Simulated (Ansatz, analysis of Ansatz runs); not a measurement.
# Neutral bond-centred H (muonium) in Ge: hyperfine coupling, PBE, part 2 of 2

Aim: the hyperfine coupling of the neutral bond-centred H (muonium) in Ge, to be set beside the measurement. Set-up: PBE, 64-site cell, measured lattice, 420 eV, k: the single point 1/4 1/4 1/4 then 2x2x2 shifted 0.5 0.5 0.5. The model is a cell of 64 host atoms with 1 H put in. The isotropic coupling follows from the spin density at the nucleus, the nuclear g-factor and the total spin. The measured lattice removes the functional's error in the volume.

Ansatz 0.2.0; PBE, 64-site cell, measured lattice, 420 eV, k: the single point 1/4 1/4 1/4 then 2x2x2 shifted 0.5 0.5 0.5.

So far: Starting point; Relaxation, charge 0.

## (2) Relaxation, charge 0 (continued)

Level of this step: plane-wave PAW DFT, PBE; relaxation of all atoms of a defect supercell (Ansatz).

The steps of the relaxation:

```tsv
step	energy less that of the first step (eV)	largest force component (eV/Å)
1	0.0000	1.0474
2	-0.4713	0.2597
3	-0.4899	0.0399
4	-0.4913	0.0189
5	-0.4925	0.0120
6	-0.4933	0.0068
7	-0.4936	0.0054
```

The atoms that moved most (Å, from the sites as typed, ahead of the random displacement):

```tsv
atom	dx	dy	dz	length
H65	0.118	-0.195	0.077	0.241
Ge6	-0.063	0.036	-0.062	0.096
Ge27	-0.036	0.064	0.060	0.095
Ge49	0.058	0.063	-0.035	0.093
Ge5	-0.060	-0.056	0.034	0.089
Ge7	0.034	-0.055	-0.060	0.088
Ge42	0.056	-0.033	0.056	0.086
Ge2	-0.038	-0.015	-0.037	0.056
```

Neighbours of H65 at the end:

```tsv
atom	distance (Å)
Ge8	1.668
Ge4	1.668
Ge6	3.171
Ge49	3.172
Ge27	3.172
Ge5	3.173
Ge7	3.174
Ge42	3.174
```

Numbers from this step:

```
free energy                           : -274891.9914 eV
total moment                          : 1 μB
integral of the absolute spin density : 1.127 μB
spin contamination                    : 6.23e-4
```

The relaxation ends 7.6 meV an atom lower than the displaced start, with a largest force component of 0.0054 eV/Å.

## (3) Contact spin densities

The relaxed structure is kept, and the final numbers are taken at the final level and k-points.

This step: plane-wave PAW DFT, PBE; single point of a defect supercell.

point/input.yaml

```yaml
crystal:
  lattice:
    - [11.31564, 0.0, 0.0]
    - [0.0, 11.31564, 0.0]
    - [0.0, 0.0, 11.31564]
  atoms:
    - { symbol: Ge, position: [-0.003191798, -0.002708739, 0.248514054] }
    - { symbol: Ge, position: [-0.003472598, 0.248618127, -0.003205149] }
[... 1 atom line left out ...]
    - { symbol: Ge, position: [0.22713077, 0.227646418, 0.227347459] }
    - { symbol: Ge, position: [0.119578992, 0.120028542, 0.378100341] }
    - { symbol: Ge, position: [0.119290901, 0.378127366, 0.11957988] }
    - { symbol: Ge, position: [0.377926924, 0.120082824, 0.119806845] }
    - { symbol: Ge, position: [0.397254618, 0.397881382, 0.397574034] }
[... 8 atom lines left out ...]
    - { symbol: Ge, position: [-0.001364026, 0.500271325, 0.250606376] }
[... 3 atom lines left out ...]
    - { symbol: Ge, position: [0.124655304, 0.626368318, 0.374328084] }
[... 1 atom line left out ...]
    - { symbol: Ge, position: [0.374090151, 0.626334337, 0.124937787] }
[... 3 atom lines left out ...]
    - { symbol: Ge, position: [0.246748459, 0.505664809, 0.505351777] }
[... 14 atom lines left out ...]
    - { symbol: Ge, position: [0.504811415, 0.247061557, 0.505074758] }
[... 6 atom lines left out ...]
    - { symbol: Ge, position: [0.505052534, 0.505552251, 0.247008287] }
[... 15 atom lines left out ...]
    - { symbol: H, position: [0.311982616, 0.313141842, 0.312336595] }
basis:
  ecutwfc: 420
  xc_grid: 2
hamiltonian:
  xc: pbe
kpoints:
  mp_grid: { grid: [2, 2, 2], shift: [0.5, 0.5, 0.5] }
magnetization:
  spin_polarized: true
  initial_magnetization: 1
  spin_locking: { lock_magnetization: hard }
scf:
  occupations: { method: fermi_dirac, width: 0.01 }
  max_iter: 120
output:
  forces: true
  efg: {}
  eigenvalues: true
checkpoint:
  read: "../relax.run"
```

Launch:

```console
$ ansatz run input.yaml --threads 8 --pin off --max-ram 14131MiB --backend cpu --events-out ev --progress --plain --runs-dir out
```

Numbers of over 12 decimals in the logs are rounded to 6 here.

The log of the run:

```text
[...]
Crystal: 65 atoms, lattice volume = 1448.897 Å³
Basis set: ecut = 420 eV, 28353 PW (Γ), exchange–correlation on 160×160×160 points (8 copies of the dense FFT grid, shifted against one another)
Bands: 539, of which v1, the nominal top of the filled ones, is band 449 counted from 1 (448 counted from 0)
Symmetry: 1 space group operations
[...]
k-points: 4 of 8 (time reversal used)
[...]
Stability of the state it starts from, as read at its close in the collinear treatment: not read negative (Ritz values of 1 − χ₀K, real part plus size of imaginary part, from 1.1 to 1.2, by its mixing steps under no symmetry); [...]
Starting moments: Σ|m| = 1 μB on 65 of 65 sites; this step starts from the density that it was given
[...]
atom   7  Ge V_zz =    +2.031482   η = 0.1135   by run symmetry: allowed
[...]
atom   8  Ge V_zz =   +15.473812   η = 0.0015   by run symmetry: allowed
[...]
atom  21  Ge V_zz =    +0.950183   η = 0.8047   by run symmetry: allowed
[...]
atom  27  Ge V_zz =    +2.049975   η = 0.1537   by run symmetry: allowed
[...]
atom  42  Ge V_zz =    +2.015516   η = 0.1066   by run symmetry: allowed
[...]
atom  49  Ge V_zz =    +2.032306   η = 0.1495   by run symmetry: allowed
[...]
atom  65  H  V_zz =    +1.655446   η = 0.0000   by run symmetry: allowed
[...]
--- Band table (eV; the first three rows and the last of 8) ---
[...]
[... further k-points left out ...]
[key lines of the parts left out:]
SCF converged after 9 iterations
Magnetization: 1.0000 μB (449.0000 up, 448.0000 down)
Free energy (F): -274892.049411 eV
Fermi energy:    8.815388 (↑ 8.990548, ↓ 8.521164) eV
```

Run time: 3.7 min. Hardware: 8 threads of Arm Neoverse V2, shared host; peak memory 8.8 GiB; 29 min of CPU time.

This step gave:

* free energy: -274892.0494 eV
* total moment: 1.000 μB
* integral of the absolute spin density: 1.013 μB
* spin contamination: 3.13e-4

The atoms' spheres hold 0.43 of the 1 μB, none over 0.01 μB.

Contact couplings A = (2/3) μ0 ge μB gN μN ρs / (2S h), for each element's most abundant magnetic isotope:

```tsv
atom	isotope	distance from the centre (Å)	contact spin density (e/Å³)	A (MHz)
Ge8	73Ge	1.69	1.74	-40.4
Ge4	73Ge	1.69	1.74	-40.3
Ge32	73Ge	7.15	1.27	-29.5
Ge44	73Ge	7.21	1.27	-29.4
Ge56	73Ge	7.11	1.27	-29.4
Ge28	73Ge	6.95	1.27	-29.4
Ge52	73Ge	6.99	1.27	-29.4
Ge48	73Ge	6.89	1.27	-29.4
Ge3	73Ge	5.17	1.16	-26.8
Ge46	73Ge	5.21	1.16	-26.8
```

## (4) What came out

- 1H (muon value / 3.1833): -8.6 MHz
- integral of the absolute spin density: 1.01 μB
- time of the whole chain: 8.4 min on 8 threads

What this shows: 1H (muon value / 3.1833): computed -8.6 MHz, measured -30.31 MHz (muon value divided by the ratio of moments 3.1833; muon (Mu, light H isotope)); 21.7 MHz (72 %) smaller in size than the measurement. The spin is not held on one site here (at most 0.01 μB on an atom), so the state computed is not the localised centre that was measured. Only the isotropic (Fermi contact) part is computed, with core polarisation; no vibrational averaging.

[Logs are printed without paths, hosts, clocks, repeated set-up lines and the standing remarks that a program may print on its own settings, such as how far it seeks lower states.]

[Hosts, paths, dates, database ids (printed as entryN), source tags and the programs' standing remarks are cut or masked in the printed files.]

[For some hosts the program warned that the k-mesh of the response run may be too coarse for force constants and the static dielectric constant; such warnings are not shown here.]
